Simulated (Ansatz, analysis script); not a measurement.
**Magnetovolume effects in a free-standing square Mo monolayer, spacing 2.603 Å**

Aim: follow the moments and energy of a free-standing square Mo monolayer, spacing 2.603 Å as the cell is scaled, from three starts.

Program: Ansatz 0.2.0. Level of theory: PBE, PAW set soft_1. Results are calculated unless marked as measured.

## 1. Set-up

The cell holds 1 atom: 1 Mo. Its edges and angles: a = 2.603 Å, b = 2.603 Å, c = 14.000 Å, α = 90.0°, β = 90.0°, γ = 90.0°. An idealised lattice of chosen spacing, in vacuum. Vacuum lies along c.

Structure file:

```cif
data_structure
_symmetry_space_group_name_H-M 'P 1'
_symmetry_Int_Tables_number 1
_cell_length_a 2.6030
_cell_length_b 2.6030
_cell_length_c 14.0000
_cell_angle_alpha 90.000
_cell_angle_beta 90.000
_cell_angle_gamma 90.000
_cell_volume 94.86
loop_
_atom_site_label
_atom_site_type_symbol
_atom_site_fract_x
_atom_site_fract_y
_atom_site_fract_z
_atom_site_occupancy
Mo1 Mo 0.00000 0.00000 0.50000 1
```

## 2. Two spin channels first

First a free collinear run, to see which state the typed moments lead to.

Contents of input.yaml:

```yaml
crystal:
  lattice:
    - [2.603, 0.0, 0.0]
    - [0.0, 2.603, 0.0]
    - [0.0, 0.0, 14.0]
  atoms:
    - { symbol: Mo, position: [0.0, 0.0, 0.5], spin: 1.0 }
magnetization:
  spin_polarized: true
kpoints:
  mp_grid: { grid: [17, 17, 1] }
hamiltonian:
  xc: pbe
  pseudopotentials: { kind: paw, azcp: { folder: soft_1 } }
scf:
  occupations: { method: fermi_dirac, width: 0.05 }
  max_iter: 120
  convergence: { dr2_threshold: 1.0e-08 }
  lower_state_search: "off"
output:
  write_density: true
  write_potential: true
  elf: true
  volumetric_format: npy
```

The run is started by

```bash
> ansatz run input.yaml --threads 2 --pin off --max-ram 5120MiB --backend cpu --events-out ev --progress --plain --runs-dir out
```

Numbers of over 12 decimals in the logs are rounded to 6 here.

What it wrote:

```text
Engine: ansatz 0.2.0, aarch64-unknown-linux-gnu
Pseudopotentials: kind: paw
Pseudopotential: Mo, paw, valence charge 14, recommended cutoff 420 eV (normal), soft_1/Mo.paw.azcp
Functional definition: PBE
  parameter kappa = 0.804
  parameter beta = 0.066725
  exchange = pbe_x(kappa = kappa, mu = beta*pi^2/3)
  correlation = pbe_c(beta = beta)
Crystal: 1 atoms, lattice volume = 94.859 Å³
Basis set: ecut = 420 eV, 1891 PW (Γ)
Bands: 12, of which v1, the nominal top of the filled ones, is band 7 counted from 1 (6 counted from 0)
Symmetry: 16 space group operations
Space group: P4/mmm (ITA 123), of the structure as read, at distance tolerance 4.6e-5 Å
Magnetic group: BNS 123.339 (UNI 999), of the structure as read, at distance tolerance 4.6e-5 Å
k-points: 45 of 289
Non-local potential: Mo, projectors of the file, l = 0: 3, l = 1: 2, l = 2: 2, l = 3: 1
PAW form: soft (Blöchl's): semilocal exchange-correlation on the pseudo side does not see the compensation charge
PAW one-centre angular grid: Mo, 590 points (default); XC on 64 Gauss nodes
Initial density: superposition of atomic densities (neutral atoms: chi_scale 0, normalization atom)
Starting moments: Σ|m| = 1 μB on 1 of 1 site
Initial wavefunctions: pseudopotential atomic-orbital guess
Functional: x = pbe(κ = 0.804, μ = 0.219515), c = pbe(β = 0.066725)
SCF iter   1: F=—  HF=-4953.619112 eV  |F-HF|=—  |Δ(HF+E_count)|=         —  Δρ=3.00e-2 (↑3.00e-2 ↓1.66e-2)  dr2=1.35e0  dr2_m=2.39e-1  M=0.425 μB ∫|m|=0.425 μB  β_m=0.30  ethr=3.10e-3  ⟨swp⟩=6.3  Hψ=6777  notcnv=0
preconditioner: auto → LDOS  [metal: Δε(μ)=0.039 eV  Ē_g=5.973 eV  σ=0.050 eV  W_gap=0.19  n_scr=8 (ndim 8)  ℏωp=9.3 eV  f_vac=0.643  D(μ)=1.31/eV (n_scr^D=6)]
spin=Collinear: LDOS preconditioning applied to the charge; magnetization (m = ρ↑ − ρ↓) channel mixes plain (no charge-response kernel on spin).
SCF iter   2: F=—  HF=-4953.366657 eV  |F-HF|=—  |Δ(HF+E_count)|=   2.52e-1  Δρ=2.02e-2 (↑2.02e-2 ↓1.23e-2)  dr2=5.28e-1  dr2_m=1.35e-1  M=0.366 μB ∫|m|=0.366 μB  β_m=0.30  ethr=3.10e-3  ⟨swp⟩=3.0  Hψ=2572  notcnv=0  defer=18
SCF iter   3: F=—  HF=-4953.226741 eV  |F-HF|=—  |Δ(HF+E_count)|=   1.40e-1  Δρ=1.05e-2 (↑9.70e-3 ↓1.05e-2)  dr2=3.46e-2  dr2_m=7.66e-2  M=0.317 μB ∫|m|=0.318 μB  β_m=0.30  ethr=3.10e-3  ⟨swp⟩=2.9  Hψ=2081  notcnv=0  defer=18
SCF iter   4: F=—  HF=-4953.252808 eV  |F-HF|=—  |Δ(HF+E_count)|=   2.61e-2  Δρ=7.33e-3 (↑7.33e-3 ↓7.08e-3)  dr2=2.15e-3  dr2_m=4.44e-2  M=0.284 μB ∫|m|=0.284 μB  β_m=0.30  ethr=2.47e-4  ⟨swp⟩=3.2  Hψ=2696  notcnv=0  defer=9
SCF iter   5: F=—  HF=-4953.261774 eV  |F-HF|=—  |Δ(HF+E_count)|=   8.97e-3  Δρ=5.64e-3 (↑5.64e-3 ↓5.60e-3)  dr2=8.02e-4  dr2_m=2.70e-2  M=0.252 μB ∫|m|=0.252 μB  β_m=0.30  ethr=1.53e-5  ⟨swp⟩=1.9  Hψ=1445  notcnv=0  defer=9
SCF iter   6: F=—  HF=-4953.267419 eV  |F-HF|=—  |Δ(HF+E_count)|=   5.64e-3  Δρ=4.44e-3 (↑4.44e-3 ↓4.29e-3)  dr2=5.32e-5  dr2_m=1.66e-2  M=0.225 μB ∫|m|=0.225 μB  β_m=0.30  ethr=5.73e-6  ⟨swp⟩=2.1  Hψ=1768  notcnv=0  defer=9
SCF iter   7: F=—  HF=-4953.270735 eV  |F-HF|=—  |Δ(HF+E_count)|=   3.32e-3  Δρ=3.48e-3 (↑3.47e-3 ↓3.48e-3)  dr2=4.55e-5  dr2_m=1.05e-2  M=0.202 μB ∫|m|=0.202 μB  β_m=0.30  ethr=3.80e-7  ⟨swp⟩=2.5  Hψ=2079  notcnv=0  defer=9
SCF iter   8: F=—  HF=-4953.272925 eV  |F-HF|=—  |Δ(HF+E_count)|=   2.19e-3  Δρ=2.80e-3 (↑2.77e-3 ↓2.80e-3)  dr2=4.65e-5  dr2_m=6.71e-3  M=0.182 μB ∫|m|=0.182 μB  β_m=0.30  ethr=3.25e-7  ⟨swp⟩=2.1  Hψ=1397  notcnv=0  defer=9
Mixer restart at iter 8: flushing history
spin-set hold released at iteration 8 (site moments contracting): the magnetisation degrees of freedom join the quasi-Newton model from the next iteration; the mixer history was flushed
SCF iter   9: F=—  HF=-4953.274405 eV  |F-HF|=—  |Δ(HF+E_count)|=   1.48e-3  Δρ=2.26e-3 (↑2.24e-3 ↓2.26e-3)  dr2=5.00e-5  dr2_m=4.37e-3  M=0.165 μB ∫|m|=0.165 μB  β_m=0.53  ethr=3.25e-7  ⟨swp⟩=2.0  Hψ=1342  notcnv=0  defer=9
SCF iter  10: F=—  HF=-4953.277587 eV  |F-HF|=—  |Δ(HF+E_count)|=   3.18e-3  Δρ=6.43e-4 (↑6.43e-4 ↓6.20e-4)  dr2=1.76e-5  dr2_m=3.39e-4  M=0.098 μB ∫|m|=0.098 μB  β_m=0.82  ethr=3.25e-7  ⟨swp⟩=3.0  Hψ=2105  notcnv=0  defer=9
SCF iter  11: F=—  HF=-4953.278217 eV  |F-HF|=—  |Δ(HF+E_count)|=   6.29e-4  Δρ=2.31e-4 (↑2.09e-4 ↓2.31e-4)  dr2=2.00e-6  dr2_m=4.17e-5  M=0.059 μB ∫|m|=0.060 μB  β_m=0.91  ethr=1.26e-7  ⟨swp⟩=3.0  Hψ=1932  notcnv=0  defer=9
SCF iter  12: F=—  HF=-4953.278409 eV  |F-HF|=—  |Δ(HF+E_count)|=   1.93e-4  Δρ=1.38e-4 (↑1.38e-4 ↓1.10e-4)  dr2=5.07e-6  dr2_m=1.25e-5  M=0.036 μB ∫|m|=0.036 μB  β_m=0.96  ethr=1.43e-8  ⟨swp⟩=3.4  Hψ=2558  notcnv=0  defer=9
SCF iter  13: F=—  HF=-4953.278490 eV  |F-HF|=—  |Δ(HF+E_count)|=   8.12e-5  Δρ=8.43e-5 (↑3.83e-5 ↓8.43e-5)  dr2=4.41e-6  dr2_m=2.70e-6  M=0.017 μB ∫|m|=0.017 μB  β_m=0.98  ethr=1.43e-8  ⟨swp⟩=3.2  Hψ=2232  notcnv=0  defer=9
SCF iter  14: F=—  HF=-4953.278513 eV  |F-HF|=—  |Δ(HF+E_count)|=   2.24e-5  Δρ=1.21e-5 (↑9.34e-6 ↓1.21e-5)  dr2=9.61e-8  dr2_m=6.10e-8  M=0.002 μB ∫|m|=0.002 μB  β_m=0.99  ethr=1.43e-8  ⟨swp⟩=3.2  Hψ=2186  notcnv=0  defer=9
iter 15 did not close the SCF: its close was put off for a magnetic moment that had not settled (scf_convergence_deferred on its scf_iter line)
SCF iter  15: F=-4953.278513 eV  HF=-4953.278513 eV  |F-HF|=4.78e-9  |Δ(HF+E_count)|=   5.11e-7  Δρ=2.18e-6 (↑1.57e-6 ↓2.18e-6)  dr2=6.12e-9  dr2_m=2.20e-9  M=-0.000 μB ∫|m|=0.000 μB  β_m=0.99  ethr=7.14e-11  ⟨swp⟩=4.0  Hψ=5340  notcnv=0
iter 16 did not close the SCF: its close was put off for a magnetic moment that had not settled (scf_convergence_deferred on its scf_iter line)
SCF iter  16: F=-4953.278513 eV  HF=-4953.278513 eV  |F-HF|=2.30e-10  |Δ(HF+E_count)|=   1.20e-8  Δρ=3.61e-7 (↑3.61e-7 ↓3.49e-7)  dr2=1.66e-10  dr2_m=4.34e-11  M=0.000 μB ∫|m|=0.000 μB  β_m=1.00  ethr=4.37e-11  ⟨swp⟩=2.1  Hψ=3900  notcnv=0
SCF iter  17: F=-4953.278513 eV  HF=-4953.278513 eV  |F-HF|=4.55e-12  |Δ(HF+E_count)|=  5.13e-10  Δρ=6.27e-8 (↑5.91e-8 ↓6.27e-8)  dr2=1.88e-11  dr2_m=6.44e-13  M=0.000 μB ∫|m|=0.000 μB  ethr=1.19e-12  ⟨swp⟩=1.7  Hψ=4030  notcnv=0
WARN: the starting moments were not kept: the SCF closed with an absolute magnetisation of 8.5e-6 μB, where they sum to 1 μB in size (1 site). That is at most 0.1 of that sum. Measured as dr2_m measures the in/out step, that magnetisation stands 2.0e-11 eV from none, at or under the dr2_threshold of 1.0e-8 eV: it is no larger than a step whose dr2_m would equal this threshold. The system may hold no moment; this SCF  [...]
SCF 1 converged in 17 iterations: F = -4953.278513 eV  dr2 = 1.88e-11
  greatest PAW one-centre occupation: 0.999 electrons in one spin orbital (limit 2), on the Mo atom at site 0 (counted from 0), in its partial waves of l = 0
WARN: The output density's exchange-correlation potential varies sharply where the density is thin. Do not read a vacuum level from v_tot or v_xc, or from such a field of the output density. On a cell that repeats whose density bears no net charge and no dipole along the vacuum's axis use v_es (v_loc + v_h of the components); under efield.dipole_correction with no amplitude use v_es + v_field, which holds any externa [...]
SCF converged after 17 iterations
Magnetization: 0.0000 μB (7.0000 up, 7.0000 down)
Absolute magnetization: 0.0000 μB (∫|ρ↑−ρ↓|, with the PAW one-centre terms)
Spin contamination: 0.0000 ħ² per cell (⟨S²⟩ above its minimum at these occupations)
Per-site moments (μB) at R_I (Å): [(5.3242400407480616e-6, 1.073738)]
Free energy (F): -4953.278513 eV
Harris-Foulkes:  -4953.278513 eV  (|F-HF|=4.55e-12)
Internal energy: -4953.263321 eV  (E = F + TS)
E sigma→0 (E₀):  -4953.270917 eV
Entropy (-TS):   -0.015192 eV (-15.192 meV/atom)
Fermi energy:    -0.582580 eV
--- Per-component energies (eV) ---
  E_band       = -348.548834
  E_kinetic    = 417.553748
  E_local      = -5610.279177  (includes V_loc(G=0)·N_el)
  E_nonlocal   = 151.480095
  E_hartree    = 2533.924147
  E_xc         = -172.307918
  E_vxc        = -214.373128  (∫ρ·V_xc dr)
  E_paw        = -3212.599862  (= ΣΔE_a)
  E_vpaw       = -160.779051  (= ΣTr[D̂ρ^β])
  E_aug_tail   = 0.000049  (compensation charges beyond the density's cutoff)
  E_ewald      = 938.965598
  E_smearing   = -0.015192  (= −TS)
  E_closure    = 0.000000  (closes the sum)
  Σ components = -4953.278513   (vs F -4953.278513, Δ=0.00e0)
--- Band table (eV; the first three rows and the last of 90) ---
  k-point 0 ↑: bands = [... 3 lower, -34.7360, -5.0268, -4.0171, -1.9494, 0.2630, 1.8327, 1.8327, 3.6059, ... 1 higher]
  k-point 1 ↑: bands = [... 3 lower, -34.7317, -4.9076, -3.9162, -1.8999, 0.1017, 1.8485, 1.8977, 3.4731, ... 1 higher]
  k-point 2 ↑: bands = [... 3 lower, -34.7193, -4.6157, -3.5670, -1.7518, -0.3278, 1.8940, 2.1002, 3.1115, ... 1 higher]
  k-point 44 ↓: bands = [... 3 lower, -35.2746, -4.7177, -1.7452, -1.7166, 1.1902, 5.3873, 7.5897, 8.1874, ... 1 higher]
```

Wall time 5.5 s (2 threads of Arm Neoverse V2, shared host); peak memory 0.37 GiB.

The spin moment in the atom's sphere vanishes on all atoms.

The run ends non-magnetic, with a net moment of 0 μB a cell. The run left the order that was typed.

Valence density in the ca plane at fractional y = 0.000, with atoms of Mo within 0.2 Å of it. It is the smooth field of the valence electrons, not physical close to the nuclei.

Values in e/Å³, 5 rows by 16 columns, each cell a mean:
```
0.0 0.0 0.0 0.0 0.0 0.0 0.1 3.2 4.4 0.3 0.0 0.0 0.0 0.0 0.0 0.0
0.0 0.0 0.0 0.0 0.0 0.0 0.1 0.8 1.1 0.1 0.0 0.0 0.0 0.0 0.0 0.0
0.0 0.0 0.0 0.0 0.0 0.0 0.1 0.4 0.5 0.1 0.0 0.0 0.0 0.0 0.0 0.0
0.0 0.0 0.0 0.0 0.0 0.0 0.1 1.5 2.1 0.2 0.0 0.0 0.0 0.0 0.0 0.0
0.0 0.0 0.0 0.0 0.0 0.0 0.1 3.9 5.2 0.4 0.0 0.0 0.0 0.0 0.0 0.0
```
Columns run along c (14.0 Å), rows up along a (2.6 Å). Atoms in or near the plane, at fractional coordinates: Mo at (0.50, 0.00).

ELF in the ca plane at fractional y = 0.000, with atoms of Mo within 0.2 Å of it. It is the smooth field of the valence electrons, not physical close to the nuclei.

Ten even steps from '0' (0.00) to '9' (0.70), each cell a mean:
```
0000000000000001139989720100000000000000
0000000000000111137998521110000000000000
0000000000000123334665433321000000000000
0000000000000134554444555421000000000000
0000000000000124444444444321000000000000
0000000000000112235887422210000000000000
0000000000000011138999621110000000000000
0000000000000000049869720000000000000000
```
Columns run along c (14.0 Å), rows up along a (2.6 Å). Atoms in or near the plane, at fractional coordinates: Mo at (0.50, 0.00).

## 3. Denser mesh

Levels at the Fermi energy are partly filled, so moments and energy differences can hang on the k-mesh, and the state is solved again on a denser one.

input.yaml, the sections that differ from step 2:

```yaml
kpoints:
  mp_grid: { grid: [21, 21, 1] }
basis:
  ecutwfc: 420.0
# crystal, magnetization, hamiltonian, scf: as in step 2
# output: removed
```

What it wrote:

```text
[...]
Crystal: 1 atoms, lattice volume = 94.859 Å³
Basis set: ecut = 420 eV, 1891 PW (Γ)
Bands: 12, of which v1, the nominal top of the filled ones, is band 7 counted from 1 (6 counted from 0)
Symmetry: 16 space group operations
[...]
k-points: 66 of 441
[...]
Starting moments: Σ|m| = 1 μB on 1 of 1 site
[...]
SCF converged after 17 iterations
Magnetization: -0.0000 μB (7.0000 up, 7.0000 down)
Absolute magnetization: 0.0000 μB (∫|ρ↑−ρ↓|, with the PAW one-centre terms)
[...]
Per-site moments (μB) at R_I (Å): [(-3.886053515219262e-8, 1.073738)]
Free energy (F): -4953.276299 eV
[...]
Internal energy: -4953.256811 eV  (E = F + TS)
E sigma→0 (E₀):  -4953.266555 eV
Entropy (-TS):   -0.019489 eV (-19.489 meV/atom)
Fermi energy:    -0.624813 eV
[...]
```

Elapsed: 5 s, on 2 threads; peak memory 0.38 GiB.

The spin moment in the atom's sphere vanishes on all atoms.

The run ends non-magnetic, with a net moment of 0 μB a cell, against 0 μB on the first mesh.

The cell's area in the plane is scaled by the factor named; fractional positions stay, and energies count from the lowest run.

## 4. Factor 0.8, typed moments

Three starts at each size show whether high-spin, low-spin and non-magnetic states coexist. One mesh, built for the smallest cell, and one cutoff serve all sizes, so that energies can be subtracted.

input.yaml, the sections that differ from step 3:

```yaml
crystal:
  lattice:
    - [2.32819398, 0.0, 0.0]
    - [0.0, 2.32819398, 0.0]
    - [0.0, 0.0, 14.0]
  atoms:
    - { symbol: Mo, position: [0.0, 0.0, 0.5], spin: 1.0 }
kpoints:
  mp_grid: { grid: [22, 22, 1] }
output:
  stress: true
# magnetization, hamiltonian, scf, basis: as in step 3
```

The run is started by

```bash
> ansatz run input.yaml --threads 1 --pin off --max-ram 2560MiB --backend cpu --events-out ev --progress --plain --runs-dir out
```

What it wrote:

```text
Warning: output.stress: scf.convergence.dr2_threshold = 1e-8 eV is looser than the 1e-10 eV advised for a printed stress (1e-10 eV for each atom of the cell: 1). What an SCF threshold leaves in a stress goes as its square root, and in the free energy as the threshold itself, and one threshold admits the most on a small cell: [figures from the program's tests cut] Set scf.convergence.dr2_threshold to 1e-10 eV or tighter. The threshold is an SCF's pass mark: one that does not reach it within its budget of iterations ends unconverged, or closes short of it on a stop that the run arms, and scf.convergence.dr2_threshold's page says what that costs each kind of run
[...]
Crystal: 1 atoms, lattice volume = 75.887 Å³
Basis set: ecut = 420 eV, 1475 PW (Γ)
Bands: 12, of which v1, the nominal top of the filled ones, is band 7 counted from 1 (6 counted from 0)
Symmetry: 16 space group operations
[...]
k-points: 78 of 484
[...]
Starting moments: Σ|m| = 1 μB on 1 of 1 site
[...]
SCF iter   1: F=—  HF=-4953.602267 eV  |F-HF|=—  |Δ(HF+E_count)|=         —  Δρ=3.04e-2 (↑3.04e-2 ↓2.27e-2)  dr2=1.11e0  dr2_m=2.94e-1  M=0.293 μB ∫|m|=0.293 μB  β_m=0.30  ethr=3.10e-3  ⟨swp⟩=8.1  Hψ=13487  notcnv=0
[...]
SCF iter  14: F=-4953.339342 eV  HF=-4953.339342 eV  |F-HF|=1.46e-11  |Δ(HF+E_count)|=  9.37e-10  Δρ=1.12e-7 (↑1.12e-7 ↓1.08e-7)  dr2=2.68e-12  dr2_m=7.31e-12  M=-0.000 μB ∫|m|=0.000 μB  ethr=1.65e-12  ⟨swp⟩=1.9  Hψ=5863  notcnv=0
[...]
SCF 1 converged in 14 iterations: F = -4953.339342 eV  dr2 = 2.68e-12
[...]
SCF converged after 14 iterations
Magnetization: -0.0000 μB (7.0000 up, 7.0000 down)
Absolute magnetization: 0.0000 μB (∫|ρ↑−ρ↓|, with the PAW one-centre terms)
[...]
Per-site moments (μB) at R_I (Å): [(-1.046800053381193e-6, 0.960380)]
Free energy (F): -4953.339342 eV
[...]
Internal energy: -4953.327386 eV  (E = F + TS)
E sigma→0 (E₀):  -4953.333364 eV
Entropy (-TS):   -0.011956 eV (-11.956 meV/atom)
Fermi energy:    0.275709 eV
[...]
--- Stress (GPa, compression-positive) ---
        8.571220      -0.000000       0.000000
       -0.000000       8.571220       0.000000
        0.000000       0.000000      -0.000202
  P = ⅓ Tr σ = 5.7141 GPa (57.141 kbar)
```

It took 8.3 s on 1 thread; peak memory 0.36 GiB.

It ends non-magnetic, with 0 μB on the largest site.

## 5. Factor 0.8, starting moments cut to 30 %

The density is converged from the given moments; the state reached depends on that start.

Changes to input.yaml since step 4:

```diff
@@ -6,3 +6,3 @@
   atoms:
-    - { symbol: Mo, position: [0.0, 0.0, 0.5], spin: 1.0 }
+    - { symbol: Mo, position: [0.0, 0.0, 0.5], spin: 0.3 }
 magnetization:
```

What it wrote:

```text
[...]
Crystal: 1 atoms, lattice volume = 75.887 Å³
Basis set: ecut = 420 eV, 1475 PW (Γ)
Bands: 12, of which v1, the nominal top of the filled ones, is band 7 counted from 1 (6 counted from 0)
Symmetry: 16 space group operations
[...]
k-points: 78 of 484
[...]
Internal energy: -4953.327386 eV  (E = F + TS)
E sigma→0 (E₀):  -4953.333364 eV
Entropy (-TS):   -0.011956 eV (-11.956 meV/atom)
Fermi energy:    0.275712 eV
[...]
--- Stress (GPa, compression-positive) ---
        8.571228      -0.000000       0.000000
       -0.000000       8.571228       0.000000
        0.000000       0.000000      -0.000202
  P = ⅓ Tr σ = 5.7141 GPa (57.141 kbar)
[key lines of the parts left out:]
SCF converged after 14 iterations
Magnetization: -0.0000 μB (7.0000 up, 7.0000 down)
Free energy (F): -4953.339342 eV
```

The job ended after 8.3 s (1 thread; peak memory 0.36 GiB).

It ends non-magnetic, with 0 μB on the largest site.

(Part 1 of 2 ends here.)

[Logs and program files are shortened in this print: banners, set-up blocks, solver, clock and traceback lines can be left out without a mark of their own.]

[Logs are printed without paths, hosts, clocks, repeated set-up lines and the standing remarks that a program may print on its own settings, such as how far it seeks lower states.]

[Hosts, paths, dates, database ids (printed as entryN), source tags and the programs' standing remarks are cut or masked in the printed files.]

[Where the input sets lower_state_search to off, the program did not look for lower states, so one may exist.]
